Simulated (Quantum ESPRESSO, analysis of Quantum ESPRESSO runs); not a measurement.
# Reproducing a measured migration barrier: interstitial H in fcc Al, hop from a tetrahedral to the next octahedral site (Quantum ESPRESSO), part 2 of 3

How near does this set-up come to the measured migration barrier? Subject: interstitial H in fcc Al, hop from a tetrahedral to the next octahedral site. Set-up: PBE, PseudoDojo 0.4.1 SR PBE standard, 32-site cell, PBE lattice, k: 3x3x3. The model is a cell of 32 host atoms with 1 H put in. The barrier is the energy of the highest image of a climbing band over the relaxed site that the atom leaves. Other potentials or another program check that the number doesn't hang on one set of files.

Quantum ESPRESSO 7.5; PBE, PseudoDojo 0.4.1 SR PBE standard, 32-site cell, PBE lattice, k: 3x3x3.

So far: The structure; Relaxation, charge 0.

## (3) Relaxation, charge 0

Level of this step: Quantum ESPRESSO plane-wave DFT, PBE, PseudoDojo 0.4.1 SR PBE standard potentials; relaxation of all atoms of a defect supercell (Quantum ESPRESSO).

The other end of the jump is relaxed alike.

The input, pw.in:

```
&CONTROL
  calculation = 'relax'
  prefix = 'pwscf'
  outdir = './tmp'
  pseudo_dir = './pseudo'
  tprnfor = .true.
  disk_io = 'low'
  nstep = 70
  forc_conv_thr = 0.00078
  etot_conv_thr = 0.0001
/
&SYSTEM
  ibrav = 0
  nat = 33
  ntyp = 2
  ecutwfc = 72
  nbnd = 63
  occupations = 'smearing'
  smearing = 'mv'
  degauss = 0.00734986
/
&ELECTRONS
  conv_thr = 3d-08
  electron_maxstep = 100
  mixing_beta = 0.5
/
&IONS
  ion_dynamics = 'bfgs'
/
ATOMIC_SPECIES
Al    26.9815 Al.upf
H      1.0080 H.upf
CELL_PARAMETERS angstrom
   8.0724432688    0.0000000000    0.0000000000
   0.0000000000    8.0724432688    0.0000000000
   0.0000000000    0.0000000000    8.0724432688
ATOMIC_POSITIONS crystal
Al     0.0000000000    0.0000000000    0.0000000000
Al     0.0000000000    0.2500000000    0.2500000000
[... 1 atom line left out ...]
Al     0.2500000000    0.2500000000    0.0000000000
[... 3 atom lines left out ...]
Al     0.2500000000    0.2500000000    0.5000000000
[... 2 atom lines left out ...]
Al     0.2500000000    0.5000000000    0.2500000000
[... 3 atom lines left out ...]
Al     0.2500000000    0.5000000000    0.7500000000
[... 2 atom lines left out ...]
Al     0.5000000000    0.2500000000    0.2500000000
[... 2 atom lines left out ...]
Al     0.5000000000    0.0000000000    0.5000000000
Al     0.5000000000    0.2500000000    0.7500000000
[... 1 atom line left out ...]
Al     0.7500000000    0.2500000000    0.5000000000
Al     0.5000000000    0.5000000000    0.0000000000
[... 1 atom line left out ...]
Al     0.7500000000    0.5000000000    0.2500000000
[... 1 atom line left out ...]
Al     0.5000000000    0.5000000000    0.5000000000
[... 3 atom lines left out ...]
H      0.2500000000    0.2500000000    0.2500000000
K_POINTS automatic
3 3 3 0 0 0
```

On the command line:

```
$ OMP_NUM_THREADS=1 mpirun -n 4 pw.x -nk 4 -in pw.in > pw.out
```

Output:

```text
[banner, memory and clock lines left out]
          URL

     Message from routine setup:
     using ibrav=0 with symmetry is DISCOURAGED, use correct ibrav instead

     G-vector sticks info

     bravais-lattice index     =            0
     lattice parameter (alat)  =      15.2547  a.u.
     unit-cell volume          =    3549.8631 (a.u.)^3
     number of atoms/cell      =           33
     number of atomic types    =            2
     number of electrons       =        97.00
     number of Kohn-Sham states=           63
     kinetic-energy cutoff     =      72.0000  Ry
     charge density cutoff     =     288.0000  Ry
     scf convergence threshold =      3.0E-08
     mixing beta               =       0.5000
     number of iterations used =            8  plain     mixing
     energy convergence thresh.=      1.0E-04
     force convergence thresh. =      7.8E-04
     Exchange-correlation= PBE
                           (   1   4   3   4   0   0   0)
     nstep                     =           70

     celldm(1)=  15.254707  celldm(2)=   0.000000  celldm(3)=   0.000000
     celldm(4)=   0.000000  celldm(5)=   0.000000  celldm(6)=   0.000000

     crystal axes: (cart. coord. in units of alat)
               a(1) = (   1.000000   0.000000   0.000000 )
               a(2) = (   0.000000   1.000000   0.000000 )
               a(3) = (   0.000000   0.000000   1.000000 )

     reciprocal axes: (cart. coord. in units 2 pi/alat)
               b(1) = (  1.000000  0.000000  0.000000 )
               b(2) = (  0.000000  1.000000  0.000000 )
               b(3) = (  0.000000  0.000000  1.000000 )

     PseudoPot. # 1 for Al read from file:
     Al.upf
     Pseudo is Norm-conserving + core correction, Zval =  3.0
     Generated using ONCVPSP code by D. R. Hamann
     Using radial grid of 1876 points,  6 beta functions with:
                l(1) =   0
                l(2) =   0
                l(3) =   1
                l(4) =   1
                l(5) =   2
                l(6) =   2

     PseudoPot. # 2 for H  read from file:
     H.upf
     Pseudo is Norm-conserving, Zval =  1.0
     Generated using ONCVPSP code by D. R. Hamann
     Using radial grid of 1166 points,  3 beta functions with:
                l(1) =   0
                l(2) =   0
                l(3) =   1

     atomic species   valence    mass     pseudopotential
     Al                3.00    26.98150     Al( 1.00)
     H                 1.00     1.00800     H ( 1.00)

     48 Sym. Ops., with inversion, found (42 have fractional translation)

   Cartesian axes

     site n.     atom                  positions (alat units)
         1        Al     tau(   1) = (   0.0000000   0.0000000   0.0000000  )
         2        Al     tau(   2) = (   0.0000000   0.2500000   0.2500000  )
         3        Al     tau(   3) = (   0.2500000   0.0000000   0.2500000  )
         4        Al     tau(   4) = (   0.2500000   0.2500000   0.0000000  )
         5        Al     tau(   5) = (   0.0000000   0.0000000   0.5000000  )
         6        Al     tau(   6) = (   0.0000000   0.2500000   0.7500000  )
         7        Al     tau(   7) = (   0.2500000   0.0000000   0.7500000  )
         8        Al     tau(   8) = (   0.2500000   0.2500000   0.5000000  )
         9        Al     tau(   9) = (   0.0000000   0.5000000   0.0000000  )
        10        Al     tau(  10) = (   0.0000000   0.7500000   0.2500000  )
        11        Al     tau(  11) = (   0.2500000   0.5000000   0.2500000  )
        12        Al     tau(  12) = (   0.2500000   0.7500000   0.0000000  )
        13        Al     tau(  13) = (   0.0000000   0.5000000   0.5000000  )
        14        Al     tau(  14) = (   0.0000000   0.7500000   0.7500000  )
        15        Al     tau(  15) = (   0.2500000   0.5000000   0.7500000  )
        16        Al     tau(  16) = (   0.2500000   0.7500000   0.5000000  )
[...]
25        Al     tau(  25) = (   0.5000000   0.5000000   0.0000000  )
        26        Al     tau(  26) = (   0.5000000   0.7500000   0.2500000  )
        27        Al     tau(  27) = (   0.7500000   0.5000000   0.2500000  )
        28        Al     tau(  28) = (   0.7500000   0.7500000   0.0000000  )
        29        Al     tau(  29) = (   0.5000000   0.5000000   0.5000000  )
        30        Al     tau(  30) = (   0.5000000   0.7500000   0.7500000  )
        31        Al     tau(  31) = (   0.7500000   0.5000000   0.7500000  )
        32        Al     tau(  32) = (   0.7500000   0.7500000   0.5000000  )
        33        H      tau(  33) = (   0.2500000   0.2500000   0.2500000  )

     number of k points=     4  Marzari-Vanderbilt smearing, width (Ry)=  0.0073
                       cart. coord. in units 2pi/alat
        k(    1) = (   0.0000000   0.0000000   0.0000000), wk =   0.0740741
        k(    2) = (   0.0000000   0.0000000   0.3333333), wk =   0.4444444
        k(    3) = (   0.0000000   0.3333333   0.3333333), wk =   0.8888889
        k(    4) = (   0.3333333   0.3333333   0.3333333), wk =   0.5925926

     Dense  grid:   292835 G-vectors     FFT dimensions: (  90,  90,  90)

     Initial potential from superposition of free atoms

     starting charge      96.9217, renormalised to      97.0000
     Starting wfcs are  129 randomized atomic wfcs

     Self-consistent Calculation

     iteration #  1     ecut=    72.00 Ry     beta= 0.50
     Davidson diagonalization with overlap
     ethr =  1.00E-02,  avg # of iterations =  3.5
     Minimization algorithm failed to find Fermi energy: reverting to bisection
     Possible cause: smearing is larger than the electronic band-gap.

     Threshold (ethr) on eigenvalues was too large:
     Diagonalizing with lowered threshold

     Davidson diagonalization with overlap
     ethr =  2.17E-04,  avg # of iterations =  5.5

     total energy              =    -149.48141848 Ry
     estimated scf accuracy    <       0.22164227 Ry

     iteration #  2     ecut=    72.00 Ry     beta= 0.50
     Davidson diagonalization with overlap
     ethr =  2.28E-04,  avg # of iterations =  2.0
     Minimization algorithm failed to find Fermi energy: reverting to bisection
     Possible cause: smearing is larger than the electronic band-gap.

     total energy              =    -149.47404670 Ry
     estimated scf accuracy    <       0.06701815 Ry

     iteration #  3     ecut=    72.00 Ry     beta= 0.50
     Davidson diagonalization with overlap
     ethr =  6.91E-05,  avg # of iterations =  6.0

     total energy              =    -149.46980442 Ry
     estimated scf accuracy    <       0.10382146 Ry

[...]
Al               0.0002879390        0.0002879390        0.4997120610
Al              -0.0013051281        0.2500000000        0.7500000000
Al               0.2500000000       -0.0013051281        0.7500000000
Al               0.2500000000        0.2500000000        0.5059367326
Al               0.0002879390        0.4997120610        0.0002879390
Al              -0.0013051281        0.7500000000        0.2500000000
Al               0.2500000000        0.5059367326        0.2500000000
Al               0.2500000000        0.7500000000       -0.0013051281
Al               0.0002879390        0.4997120610        0.4997120610
Al              -0.0007044881        0.7500000000        0.7500000000
Al               0.2500000000        0.5013051281        0.7500000000
Al               0.2500000000        0.7500000000        0.5013051281
[...]
NEW-OLD atomic charge density approx. for the potential

     Self-consistent Calculation

     iteration #  1     ecut=    72.00 Ry     beta= 0.50
     Davidson diagonalization with overlap
     ethr =  1.00E-06,  avg # of iterations =  2.2
     Minimization algorithm failed to find Fermi energy: reverting to bisection
     Possible cause: smearing is larger than the electronic band-gap.

     Threshold (ethr) on eigenvalues was too large:
     Diagonalizing with lowered threshold

     Davidson diagonalization with overlap
     ethr =  2.57E-09,  avg # of iterations =  7.5
     Minimization algorithm failed to find Fermi energy: reverting to bisection
     Possible cause: smearing is larger than the electronic band-gap.

     total energy              =    -149.49014708 Ry
     estimated scf accuracy    <       0.00002400 Ry

     iteration #  2     ecut=    72.00 Ry     beta= 0.50
     Davidson diagonalization with overlap
     ethr =  2.47E-08,  avg # of iterations =  3.0
     Minimization algorithm failed to find Fermi energy: reverting to bisection
     Possible cause: smearing is larger than the electronic band-gap.

     total energy              =    -149.49014774 Ry
     estimated scf accuracy    <       0.00004562 Ry

     iteration #  3     ecut=    72.00 Ry     beta= 0.50
     Davidson diagonalization with overlap
     ethr =  2.47E-08,  avg # of iterations =  2.5
     Minimization algorithm failed to find Fermi energy: reverting to bisection
     Possible cause: smearing is larger than the electronic band-gap.

     total energy              =    -149.49015553 Ry
     estimated scf accuracy    <       0.00000582 Ry

     iteration #  4     ecut=    72.00 Ry     beta= 0.50
     Davidson diagonalization with overlap
     ethr =  6.00E-09,  avg # of iterations =  2.0
     Minimization algorithm failed to find Fermi energy: reverting to bisection
     Possible cause: smearing is larger than the electronic band-gap.

     total energy              =    -149.49015623 Ry
     estimated scf accuracy    <       0.00000016 Ry

     iteration #  5     ecut=    72.00 Ry     beta= 0.50
     Davidson diagonalization with overlap
     ethr =  1.69E-10,  avg # of iterations =  5.0
     Minimization algorithm failed to find Fermi energy: reverting to bisection
     Possible cause: smearing is larger than the electronic band-gap.

     total energy              =    -149.49015635 Ry
     estimated scf accuracy    <       0.00000011 Ry

     iteration #  6     ecut=    72.00 Ry     beta= 0.50
     Davidson diagonalization with overlap
     ethr =  1.14E-10,  avg # of iterations =  1.8
     Minimization algorithm failed to find Fermi energy: reverting to bisection
     Possible cause: smearing is larger than the electronic band-gap.

     total energy              =    -149.49015635 Ry
     estimated scf accuracy    <       0.00000002 Ry

     iteration #  7     ecut=    72.00 Ry     beta= 0.50
     Davidson diagonalization with overlap
     ethr =  2.34E-11,  avg # of iterations =  4.5
     Minimization algorithm failed to find Fermi energy: reverting to bisection
     Possible cause: smearing is larger than the electronic band-gap.

     total energy              =    -149.49015635 Ry
     estimated scf accuracy    <          7.8E-09 Ry

     iteration #  8     ecut=    72.00 Ry     beta= 0.50
     Davidson diagonalization with overlap
     ethr =  8.03E-12,  avg # of iterations =  2.2
     Minimization algorithm failed to find Fermi energy: reverting to bisection
     Possible cause: smearing is larger than the electronic band-gap.

     End of self-consistent calculation

          k = 0.0000 0.0000 0.0000 ( 36449 PWs)   bands (ev):

[...]
9.1163   9.1630   9.1630   9.1630   9.1976   9.1976   9.1977

          k = 0.0000 0.0000 0.3333 ( 36621 PWs)   bands (ev):

[...]
8.8314   8.8314   8.8879   9.3385   9.5483   9.5745   9.5745

          k = 0.0000 0.3333 0.3333 ( 36659 PWs)   bands (ev):

[...]
8.2551   8.7031   8.8535   8.9193   8.9253   8.9341   8.9857   8.9857
     9.0197   9.1230   9.5198   9.6594   9.6812   9.6944  10.5229

          k = 0.3333 0.3333 0.3333 ( 36582 PWs)   bands (ev):

    -2.6614  -2.0372  -1.6760  -1.6760  -1.1552  -0.9285  -0.9285  -0.2644
     0.8180   1.2873   1.2873   1.6407   2.0163   2.0163   2.0217   2.0217
     2.0233   2.5746   2.7504   2.7504   3.2507   3.4531   3.4531   3.8743
     4.1648   4.1648   4.1717   4.1717   4.1718   4.5961   4.7606   4.7606
     5.0196   5.0495   5.0495   5.5315   5.6410   5.6410   6.7444   6.9936
     6.9936   7.0222   7.0417   7.0417   7.5494   7.7103   7.7103   7.7344
     7.7584   7.7584   8.4110   8.7056   9.0030   9.0030   9.3605   9.5098
     9.5098   9.6438   9.8156   9.8156   9.8819  10.0541  10.0545

     the Fermi energy is     7.8219 ev

!    total energy              =    -149.49015635 Ry
     estimated scf accuracy    <          1.5E-10 Ry
     smearing contrib. (-TS)   =       0.00248927 Ry
     internal energy E=F+TS    =    -149.49264563 Ry

     The total energy is F=E-TS. E is the sum of the following terms:
     one-electron contribution =      94.48506908 Ry
     hartree contribution      =       0.55231955 Ry
     xc contribution           =     -70.19493023 Ry
     ewald contribution        =    -174.33510403 Ry

     convergence has been achieved in   8 iterations

     Forces acting on atoms (cartesian axes, Ry/au):

[...]
atom   26 type  1   force =     0.00003818    0.00000000   -0.00000000
     atom   27 type  1   force =     0.00000000    0.00003818    0.00000000
     atom   28 type  1   force =    -0.00000000    0.00000000   -0.00035814
     atom   29 type  1   force =    -0.00011105   -0.00011105   -0.00011105
     atom   30 type  1   force =     0.00035814   -0.00000000   -0.00000000
     atom   31 type  1   force =     0.00000000    0.00035814    0.00000000
     atom   32 type  1   force =    -0.00000000    0.00000000    0.00035814
     atom   33 type  2   force =     0.00000000    0.00000000    0.00000000

     Total force =     0.001336     Total SCF correction =     0.000016
     Energy error            =      3.0E-05 Ry
     Gradient error          =      3.6E-04 Ry/Bohr

     bfgs converged in   8 scf cycles and   7 bfgs steps
     (criteria: energy <  1.0E-04 Ry, force <  7.8E-04 Ry/Bohr)

     End of BFGS Geometry Optimization

     Final energy             =    -149.4901563532 Ry

     File ./tmp/pwscf.bfgs deleted, as requested
Begin final coordinates

ATOMIC_POSITIONS (crystal)
[...]
Al               0.5013051281        0.7500000000        0.2500000000
Al               0.7500000000        0.5013051281        0.2500000000
Al               0.7500000000        0.7500000000       -0.0007044881
Al               0.4997120610        0.4997120610        0.4997120610
Al               0.5007044881        0.7500000000        0.7500000000
Al               0.7500000000        0.5007044881        0.7500000000
Al               0.7500000000        0.7500000000        0.5007044881
H                0.2500000000        0.2500000000        0.2500000000
End final coordinates
```

Wall time 11 min (4 MPI ranks of Arm Neoverse V1, shared host); peak memory 3.2 GiB.

Step by step:

```tsv
step	energy less that of the first step (eV)
0	0.0000
1	-0.0157
2	-0.0294
3	-0.0434
4	-0.0505
5	-0.0510
6	-0.0516
7	-0.0520
```

The atoms that moved most (Å):

```tsv
atom	dx	dy	dz	length
Al2	-0.048	0.000	0.000	0.048
Al3	0.000	-0.048	0.000	0.048
Al4	0.000	0.000	-0.048	0.048
Al8	0.000	0.000	0.048	0.048
Al11	0.000	0.048	0.000	0.048
Al18	0.048	0.000	0.000	0.048
Al10	-0.011	0.000	0.000	0.011
Al7	0.000	-0.011	0.000	0.011
```

Neighbours of H33 at the end:

```tsv
atom	distance (Å)
Al8	2.066
Al18	2.066
Al11	2.066
Al3	2.066
Al2	2.066
Al4	2.066
Al9	3.491
Al13	3.491
Al21	3.491
Al17	3.491
Al29	3.491
Al25	3.491
Al5	3.491
Al1	3.491
```

First to last step the energy falls by 0.052 eV; the largest move, 0.048 Å, is that of Al2 and 5 other atoms alike.

(Part 2 of 3 ends here.)

[Logs are printed without paths, hosts, clocks, repeated set-up lines and the standing remarks that a program may print on its own settings, such as how far it seeks lower states.]

[Hosts, paths, dates, database ids (printed as entryN), source tags and the programs' standing remarks are cut or masked in the printed files.]

[For some hosts the program warned that the k-mesh of the response run may be too coarse for force constants and the static dielectric constant; such warnings are not shown here.]
